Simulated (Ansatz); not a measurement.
# Cs on Al(100): change of the work function, part 3 of 3

Wanted: Δφ(θ) for Cs/Al(100), starting from the hollow site.

Ansatz 0.2.0; plane-wave DFT, PBE, Ansatz PAW.

So far, work function, upper face (eV): step 2 (the clean slab) 4.29; step 3 (37 atoms, coverage 0.111 ML, cell 3x3) 1.62.

## (4) The covered slab, k-mesh 6×6×1, coverage 0.25 ML

System of this step: Cs/Al(100). The cell holds 17 atoms: 16 Al and 1 Cs. Its edges and angles: a = 5.728 Å, b = 5.728 Å, c = 27.253 Å, α = 90.0°, β = 90.0°, γ = 90.0°. Vacuum lies along c.

Another coverage, to see how the dipoles act on each other as their distance changes.

input.yaml

```yaml
crystal:
  lattice:
    - [5.7275649276, 0.0, 0.0]
    - [0.0, 5.7275649276, 0.0]
    - [0.0, 0.0, 27.2534153413]
  atoms:
    - { symbol: Al, position: [0.25, 0.25, 0.33023384] }
    - { symbol: Al, position: [0.0, 0.0, 0.4045364539] }
    - { symbol: Al, position: [0.25, 0.25, 0.47826418] }
    - { symbol: Al, position: [0.0, 0.0, 0.5535412738] }
    - { symbol: Al, position: [0.25, 0.75, 0.33023384] }
    - { symbol: Al, position: [0.0, 0.5, 0.4045364539] }
    - { symbol: Al, position: [0.25, 0.75, 0.47826418] }
    - { symbol: Al, position: [0.0, 0.5, 0.5535412738] }
    - { symbol: Al, position: [0.75, 0.25, 0.33023384] }
    - { symbol: Al, position: [0.5, 0.0, 0.4045364539] }
    - { symbol: Al, position: [0.75, 0.25, 0.47826418] }
    - { symbol: Al, position: [0.5, 0.0, 0.5535412738] }
    - { symbol: Al, position: [0.75, 0.75, 0.33023384] }
    - { symbol: Al, position: [0.5, 0.5, 0.4045364539] }
    - { symbol: Al, position: [0.75, 0.75, 0.47826418] }
    - { symbol: Al, position: [0.5, 0.5, 0.5535412738] }
    - { symbol: Cs, position: [0.25, 0.25, 0.66976616] }
kpoints:
  mp_grid: { grid: [6, 6, 1] }
hamiltonian:
  xc: pbe
scf:
  occupations: { method: fermi_dirac, width: 0.1 }
  convergence: { dr2_threshold: 1.0e-08 }
efield:
  axis: 3
  dipole_correction: true
  ramp_position: 0.97
  ramp_width: 0.06
relax:
  f_tol: 0.02
  max_steps: 60
  constraints: [{ sites: [0, 1, 4, 5, 8, 9, 12, 13] }]
output:
  dos: { projected: true, e_range: [-8, 4] }
  write_potential: true
  write_density: true
  volumetric_format: npy
  elf: true
```

Command:

```
> ansatz run input.yaml --threads 2 --pin off --max-ram 4096MiB --backend cpu --events-out ev --progress --plain --runs-dir out
```

Output:

```text
[...]
Crystal: 17 atoms, lattice volume = 894.048 Å³
Basis set: ecut = 420 eV, 17591 PW (Γ), exchange–correlation on 80×80×384 points (8 copies of the dense FFT grid, shifted against one another)
Bands: 46, of which v1, the nominal top of the filled ones, is band 29 counted from 1 (28 counted from 0)
Symmetry: 8 space group operations
[...]
k-points: 10 of 36
[...]
SCF iter   1: F=—  HF=-14267.825827 eV  |F-HF|=—  |Δ(HF+E_count)|=         —  Δρ=1.46e-3  dr2=3.24e-1  ethr=1.77e-3  p=0.469 e·Å  D=9.49e-2 V/Å  ΔV_dip=-2.59 eV  dr2_dipole=9.97e-4  V_vac-E_F(+/−)=1.58/4.16 eV  ⟨swp⟩=18.1  Hψ=4451  notcnv=0
[...]
SCF iter  10: F=-14267.807796 eV  HF=-14267.807796 eV  |F-HF|=4.49e-9  |Δ(HF+E_count)|=   3.18e-8  Δρ=2.88e-7  dr2=2.77e-9  ethr=1.75e-11  p=0.449 e·Å  D=9.09e-2 V/Å  ΔV_dip=-2.48 eV  dr2_dipole=1.87e-10  V_vac-E_F(+/−)=1.84/4.32 eV  ⟨swp⟩=12.1  Hψ=3331  notcnv=0
SCF 1 converged in 10 iterations: F = -14267.807796 eV  dr2 = 2.77e-9
[...]
relax step   1: F+E_penalty+E_count = -14267.80779616 eV  Δ(F+E_penalty+E_count) = +0.000e0 eV  max|allowed force component| = 8.670e-2 eV/Å  Δτ_max = 0.0000 Å  (10 SCF iters, accepted)
[...]
SCF iter   7: F=-14267.810610 eV  HF=-14267.810610 eV  |F-HF|=1.25e-9  |Δ(HF+E_count)|=   1.30e-8  Δρ=3.81e-7  dr2=7.00e-9  ethr=1.75e-11  p=0.448 e·Å  D=9.07e-2 V/Å  ΔV_dip=-2.47 eV  dr2_dipole=1.18e-9  V_vac-E_F(+/−)=1.85/4.32 eV  ⟨swp⟩=9.0  Hψ=3330  notcnv=0
SCF 2 converged in 7 iterations: F = -14267.810610 eV  dr2 = 7.00e-9
relax step   2: F+E_penalty+E_count = -14267.81061032 eV  Δ(F+E_penalty+E_count) = -2.814e-3 eV  max|allowed force component| = 5.567e-2 eV/Å  Δτ_max = 0.0132 Å  (7 SCF iters, accepted)
SCF iter   1: F=—  HF=-14267.810736 eV  |F-HF|=—  |Δ(HF+E_count)|=         —  Δρ=1.26e-4  dr2=1.15e-3  ethr=8.83e-5  p=0.448 e·Å  D=9.07e-2 V/Å  ΔV_dip=-2.47 eV  dr2_dipole=1.70e-6  V_vac-E_F(+/−)=1.85/4.32 eV  ⟨swp⟩=2.0  Hψ=827  notcnv=0
[...]
SCF iter   7: F=-14267.811580 eV  HF=-14267.811580 eV  |F-HF|=1.35e-9  |Δ(HF+E_count)|=   4.77e-9  Δρ=1.35e-7  dr2=1.71e-9  ethr=1.75e-11  p=0.445 e·Å  D=9.01e-2 V/Å  ΔV_dip=-2.45 eV  dr2_dipole=7.63e-10  V_vac-E_F(+/−)=1.86/4.32 eV  ⟨swp⟩=10.1  Hψ=2711  notcnv=0
SCF 3 converged in 7 iterations: F = -14267.811580 eV  dr2 = 1.71e-9
relax step   3: F+E_penalty+E_count = -14267.81158014 eV  Δ(F+E_penalty+E_count) = -9.698e-4 eV  max|allowed force component| = 2.087e-2 eV/Å  Δτ_max = 0.0240 Å  (7 SCF iters, accepted)
SCF iter   1: F=—  HF=-14267.810894 eV  |F-HF|=—  |Δ(HF+E_count)|=         —  Δρ=7.22e-5  dr2=2.75e-4  ethr=7.30e-6  p=0.445 e·Å  D=9.01e-2 V/Å  ΔV_dip=-2.45 eV  dr2_dipole=7.17e-6  V_vac-E_F(+/−)=1.86/4.32 eV  ⟨swp⟩=2.3  Hψ=924  notcnv=0
[...]
SCF iter   6: F=-14267.811728 eV  HF=-14267.811728 eV  |F-HF|=6.30e-9  |Δ(HF+E_count)|=   2.90e-9  Δρ=2.33e-7  dr2=7.11e-9  ethr=1.75e-11  p=0.443 e·Å  D=8.97e-2 V/Å  ΔV_dip=-2.44 eV  dr2_dipole=3.71e-9  V_vac-E_F(+/−)=1.87/4.32 eV  ⟨swp⟩=10.8  Hψ=3152  notcnv=0
SCF 4 converged in 6 iterations: F = -14267.811728 eV  dr2 = 7.11e-9
relax step   4: F+E_penalty+E_count = -14267.81172781 eV  Δ(F+E_penalty+E_count) = -1.477e-4 eV  max|allowed force component| = 1.132e-3 eV/Å  Δτ_max = 0.0148 Å  (6 SCF iters, accepted)
[...]
SCF converged after 6 iterations
Free energy (F): -14267.811728 eV
[...]
Internal energy: -14267.529774 eV  (E = F + TS)
E sigma→0 (E₀):  -14267.670751 eV
Entropy (-TS):   -0.281954 eV (-16.586 meV/atom)
Fermi energy:    0.821437 eV
Dipole field:    D = 0.089674 V/Å  (p = 0.443062 e·Å, saw-weighted, corrected)
Work function:   Φ+ = 1.8731 eV   Φ− = 4.3173 eV
[...]
--- Forces (eV/Å), atoms counted from 1 ---
  atom   1  Al     0.00000000     0.00000000    -0.05284269
  atom   2  Al    -0.00934299    -0.00934299     0.06971609
  atom   3  Al     0.00000000     0.00000000    -0.00037453
  atom   4  Al    -0.00018925    -0.00018925     0.00029404
  atom   5  Al     0.00000000     0.00000000    -0.07171530
  atom   6  Al    -0.00934299     0.00934299     0.06971609
  atom   7  Al     0.00000000     0.00000000     0.00049677
  atom   8  Al    -0.00018925     0.00018925     0.00029404
  atom   9  Al    -0.00000000     0.00000000    -0.07171530
  atom  10  Al     0.00934299    -0.00934299     0.06971609
  atom  11  Al     0.00000000     0.00000000     0.00049677
  atom  12  Al     0.00018925    -0.00018925     0.00029404
  atom  13  Al    -0.00000000     0.00000000    -0.08311486
  atom  14  Al     0.00934299     0.00934299     0.06971609
  atom  15  Al    -0.00000000     0.00000000    -0.00018287
  atom  16  Al     0.00018925     0.00018925     0.00029404
  atom  17  Cs    -0.00000000     0.00000000    -0.00113196
  max |Σ_I F_I| component: 4.35e-5 eV/Å
--- Band table (eV; the first three rows and the last of 10) ---
  k-point 0: bands = [... 25 lower, -0.3005, -0.2949, 0.6509, 0.6536, 0.6536, 0.7658, 0.7680, 1.0988, ... 13 higher]
  k-point 1: bands = [... 25 lower, -0.2039, 0.7273, 0.7331, 0.7628, 0.7877, 0.8635, 0.8697, 0.8932, ... 13 higher]
  k-point 2: bands = [... 25 lower, -0.1308, -0.0901, 0.5365, 1.0965, 1.1783, 1.2467, 1.3562, 2.0712, ... 13 higher]
  k-point 9: bands = [... 25 lower, 0.7212, 0.7212, 0.7892, 1.6918, 1.6918, 1.7012, 1.7068, 1.8581, ... 13 higher]
--- Relaxed structure (4 steps of the walk, 4 accepted, 0 SCFs on fresh bases) ---
  F+E_penalty+E_count = -14267.81172781 eV   max|allowed force component| = 1.132e-3 eV/Å
  atoms:
    - { symbol: Al, position: [0.25, 0.25, 0.330234] }
    - { symbol: Al, position: [0.0, 0.0, 0.4045364539] }
    - { symbol: Al, position: [0.25, 0.25, 0.478544] }
    - { symbol: Al, position: [-0.000625635, -0.000625635, 0.553215] }
    - { symbol: Al, position: [0.25, 0.75, 0.330234] }
    - { symbol: Al, position: [0.0, 0.5, 0.4045364539] }
    - { symbol: Al, position: [0.25, 0.75, 0.478516] }
    - { symbol: Al, position: [-0.000625635, 0.500626, 0.553215] }
    - { symbol: Al, position: [0.75, 0.25, 0.330234] }
    - { symbol: Al, position: [0.5, 0.0, 0.4045364539] }
    - { symbol: Al, position: [0.75, 0.25, 0.478516] }
    - { symbol: Al, position: [0.500626, -0.000625635, 0.553215] }
    - { symbol: Al, position: [0.75, 0.75, 0.330234] }
    - { symbol: Al, position: [0.5, 0.5, 0.4045364539] }
    - { symbol: Al, position: [0.75, 0.75, 0.478611] }
    - { symbol: Al, position: [0.500626, 0.500626, 0.553215] }
    - { symbol: Cs, position: [0.25, 0.25, 0.671186] }
```

It took 1.8 min on 2 threads of Intel Xeon Platinum 8259CL at 2.50GHz (Skylake/Cascade Lake), shared host; peak memory 1.2 GiB; 3.4 min of CPU time.

The steps of the relaxation:

```csv
step,energy less that of the first step (eV),largest force component (eV/Å)
1,0.0000,0.0867
2,-0.0028,0.0557
3,-0.0038,0.0209
4,-0.0039,0.0011
```

The run keeps the 8 symmetry operations that the program found, so distortions that break them were not tested.

The atoms that moved most (Å):

```csv
atom,dx,dy,dz,length
Cs17,0.000,0.000,0.039,0.039
Al16,0.004,0.004,-0.009,0.010
Al12,0.004,-0.004,-0.009,0.010
Al8,-0.004,0.004,-0.009,0.010
Al4,-0.004,-0.004,-0.009,0.010
Al15,0.000,0.000,0.009,0.009
Al3,0.000,0.000,0.008,0.008
Al11,0.000,0.000,0.007,0.007
```

The relaxed structure:

```
Al Cs
1.0
     5.72756    0.00000    0.00000
     0.00000    5.72756    0.00000
     0.00000    0.00000   27.25342
Al Cs
16 1
Direct
  0.25000 0.25000 0.33023
  0.00000 0.00000 0.40454
  0.25000 0.25000 0.47854
  0.99937 0.99937 0.55322
  0.25000 0.75000 0.33023
  0.00000 0.50000 0.40454
  0.25000 0.75000 0.47852
  0.99937 0.50063 0.55322
  0.75000 0.25000 0.33023
  0.50000 0.00000 0.40454
  0.75000 0.25000 0.47852
  0.50063 0.99937 0.55322
  0.75000 0.75000 0.33023
  0.50000 0.50000 0.40454
  0.75000 0.75000 0.47861
  0.50063 0.50063 0.55322
  0.25000 0.25000 0.67119
```

Read from the output:

| Property | Result |
| --- | --- |
| energy at zero smearing | -14267.6708 eV |
| work function, upper face | 1.873 eV |
| work function, lower face | 4.317 eV |
| dipole along the normal | 0.4431 e·Å |
| step between the vacuum levels | -2.444 eV |

Running mean over 2.025 Å of the planar mean; the ramp of the sawtooth is left out. Electron's electrostatic potential energy less the Fermi level against z:

```csv
z (Å),electron's electrostatic potential energy less the Fermi level (eV)
4,4.32
5,4.31
6,4.25
7,3.52
8,-0.501
9,-4.16
10,-4.55
11,-4.56
12,-4.58
13,-4.56
14,-4.52
15,-4.25
16,-1.22
17,0.879
18,-1.20
19,-1.12
20,0.725
21,1.53
22,1.76
23,1.84
24,1.86
```

The density of states has structure finer than the step of the table below, so its rows give means over 0.5 eV. Peaks (eV: height): -1.02: 13.5, 0.21: 11.4, 0.63: 11.7, 0.87: 14.0, 1.32: 14.0, 1.59: 19.6, 1.83: 13.6.

Table of density of states by energy, zero at the Fermi level; means over each step:

energy (eV), density of states (states/eV a cell) and a bar from the least value:
```
     -7.5        2.9 
     -7.0        3.7 ###
     -6.5        3.9 ####
     -6.0        5.2 ########
     -5.5        3.1 #
     -5.0        4.1 ####
     -4.5        5.6 #########
     -4.0        5.7 ##########
     -3.5        4.1 ####
     -3.0        8.4 ###################
     -2.5        5.2 ########
     -2.0        7.3 ###############
     -1.5        6.8 #############
     -1.0        7.9 #################
     -0.5        8.3 ###################
      0.0        6.7 #############
      0.5        9.8 ########################
      1.0        9.5 #######################
      1.5       11.7 ##############################
```

Projected DOS per atom over height of the atomic layer and energy from the Fermi level. Layers: Al4 Al4 Al4 Al4 Cs from below.

Ten even steps from '_' (0.01 states/eV) to '@' (1.04 states/eV), each cell a mean:
```
----------
==++++==--
++----****
++----++@@
--::::--++
======++..
++----++__
++::::++__
==::::==__
------==__
========__
--::::--__
--::::--__
--------__
--------__
::::::::__
........__
::----::__
::::::::__
..::::..__
..::::..__
........__
```
Columns: height of the atomic layer (Å) from 9 to 18.3 (not evenly spaced); rows upwards: energy from the Fermi level (eV) from -7.96 to 1.95.

Electrostatic potential energy in the ca plane at fractional y = 0.250, with atoms of Al and Cs within 0.2 Å of it. With pseudopotentials it is smooth inside the atoms' cores, unlike the true potential.

Ten even steps from '0' (-22 eV) to '9' (4 eV), each cell a mean:
```
76788888888777898889999998888899999999999999
32368888886323689999999999999999999999999999
24237899973242379999999999999999999999999999
46426899962464269999999999999999999999999999
24237899973242379999999999999999999999999999
32368888886323689999999999999999999999999999
76788888888767898889999998888899999999999999
87889888898878898888999987667889999999999999
54578888887545789889999862113688999999999999
12247899874222479999998720000378999999999999
36326899962363269999998500000168999999999999
36326899962363269999998500000168999999999999
12247899874222479999998720000378999999999999
54578888887545789889999862113688999999999999
88889888898888898888999987667889999999999999
```
Columns run along c (16.0 Å, from fractional 0.32 to 0.91 of the cell; values clipped at the 3rd and 97th percentile), rows up along a (5.7 Å). Atoms in or near the plane, at fractional coordinates: Al at (0.33, 0.25), Al at (0.48, 0.25), Al at (0.33, 0.75), Al at (0.48, 0.75), Cs at (0.67, 0.25).

ELF in the ca plane at fractional y = 0.250, with atoms of Al and Cs within 0.2 Å of it. It is the smooth field of the valence electrons, not physical close to the nuclei.

Ten even steps from '0' (0.01) to '9' (0.88), each cell a mean:
```
88766666666677666777752001232100000122211000
75566544566545665555542100000000001222211000
21145433455101454333221000000000122332211000
14124322353020353222111000000000123332211000
21145433455101454333221100000000112332211000
75666554566545665555542100000000001222211000
88766666666677666677652001332100000122211000
88766666666667666788741026887520000112211000
87766655566666766666531279999851000011111000
42355444466313664444311599779973000011111000
13135322453010353222101696017984100011111000
13135322453010353222101696017984100011111000
42355444466313664444311599779973000011111000
88766655566667766666531279999851000011111000
88766666666666666788751026887520000112211000
```
Columns run along c (16.0 Å, from fractional 0.32 to 0.91 of the cell), rows up along a (5.7 Å). Atoms in or near the plane, at fractional coordinates: Al at (0.33, 0.25), Al at (0.48, 0.25), Al at (0.33, 0.75), Al at (0.48, 0.75), Cs at (0.67, 0.25).

Valence density in the ca plane at fractional y = 0.250, with atoms of Al and Cs within 0.2 Å of it. It is the smooth field of the valence electrons, not physical close to the nuclei.

Ten steps, logarithmic in the rise over the least value, from '0' (0.0 e/Å³) to '9' (1.1 e/Å³), each cell a mean:
```
66666666666666666665543223333210000000000000
66666666666666666555433211111100000000000000
54566555566545665554432211000000000000000000
44466555566444665544332111000000000000000000
55566555566545665554432211000000000000000000
66666666666666666555433211111100000000000000
66666666666666666665543223333210000000000000
66666666666666666666543346665421000000000000
66666666666666666665544578998642100000000000
55666655666656665555444689999863100000000000
44566555566544665554445799789964100000000000
44566555566544665554445799789964100000000000
55666655666656665555444689999863100000000000
66666666666666666665544578998642100000000000
66666666666666666666543346665421000000000000
```
Columns run along c (16.0 Å, from fractional 0.32 to 0.91 of the cell), rows up along a (5.7 Å). Atoms in or near the plane, at fractional coordinates: Al at (0.33, 0.25), Al at (0.48, 0.25), Al at (0.33, 0.75), Al at (0.48, 0.75), Cs at (0.67, 0.25).

The relaxation took 4 steps and lowered the energy by 0.0039 eV; the largest force on the free atoms ends at 0.0011 eV/Å.

By hand: a sheet of dipoles makes a step −p/(ε₀A) in the electron's potential. With e/ε₀ = 180.95 V·Å, p = 0.4431 e·Å and A = 32.80 Å², that is −180.95 × (0.4431) / 32.80 = -2.444 eV, and the two vacuum levels of the run differ by -2.444 eV.

The covered face has 1.87 eV, -2.42 eV against the clean one; the bare back face has moved by +0.02 eV, a measure of how thin the slab is.

## (5) Work function against coverage

This step: plane-wave DFT, PBE, Ansatz PAW; work function against coverage (Ansatz 0.2.0).

The runs are now put side by side.

Numbers from this step:

```yaml
work_function_of_the_clean_face: 4.293 eV
largest_change_of_the_work_function: -2.677 eV
```

Table of work function of the covered face by coverage:

```csv
coverage (adsorbates/nm²),work function of the covered face (eV)
0.00,4.29
1.35,1.62
3.05,1.87
```

The dipole per adsorbate comes from the change of the cell's dipole. Coverage, by row:

```csv
coverage (1/nm²),coverage (ML),work function (eV),change (eV),"dipole per adsorbate, positive end outwards (debye)",mean height of the added atoms over the highest substrate atom (Å)
1.355,0.1111,1.616,-2.677,5.259,3.11
3.048,0.25,1.873,-2.42,2.12,3.215
```

## (6) Summary of results

```yaml
work_function_of_the_clean_face: 4.29 eV
work_function_at_0p11_ml: 1.62 eV
work_function_at_0p25_ml: 1.87 eV
dipole_per_adsorbate_at_0p11_ml_positive_end_outwards: 5.26 D
```

**Reading.** Cs lowers the work function of Al(100) at the lowest coverage, by 2.68 eV: the adsorbate layer has its positive end outwards. The slab has 4 layers, at the tabulated experimental lattice constant, one starting site was run, and quantum-size effects of a slab this thin can reach one or two tenths of an eV.

[Long decimals in the printed logs are rounded to 6 places.]

[Logs are printed without paths, hosts, clocks, repeated set-up lines and the standing remarks that a program may print on its own settings, such as how far it seeks lower states.]

[Hosts, paths, dates, database ids (printed as entryN), source tags and the programs' standing remarks are cut or masked in the printed files.]

[Maps of the electrostatic potential energy from Ansatz leave out the sawtooth potential of an applied field or a dipole correction, so their vacuum need not be flat; planar profiles and work functions include it.]

[The density of states shown here was stored with 400 of the rows of the run's finer table, so its peaks can read low, often by over a quarter, or be missed, and its means over a window can be off by a tenth or more.]
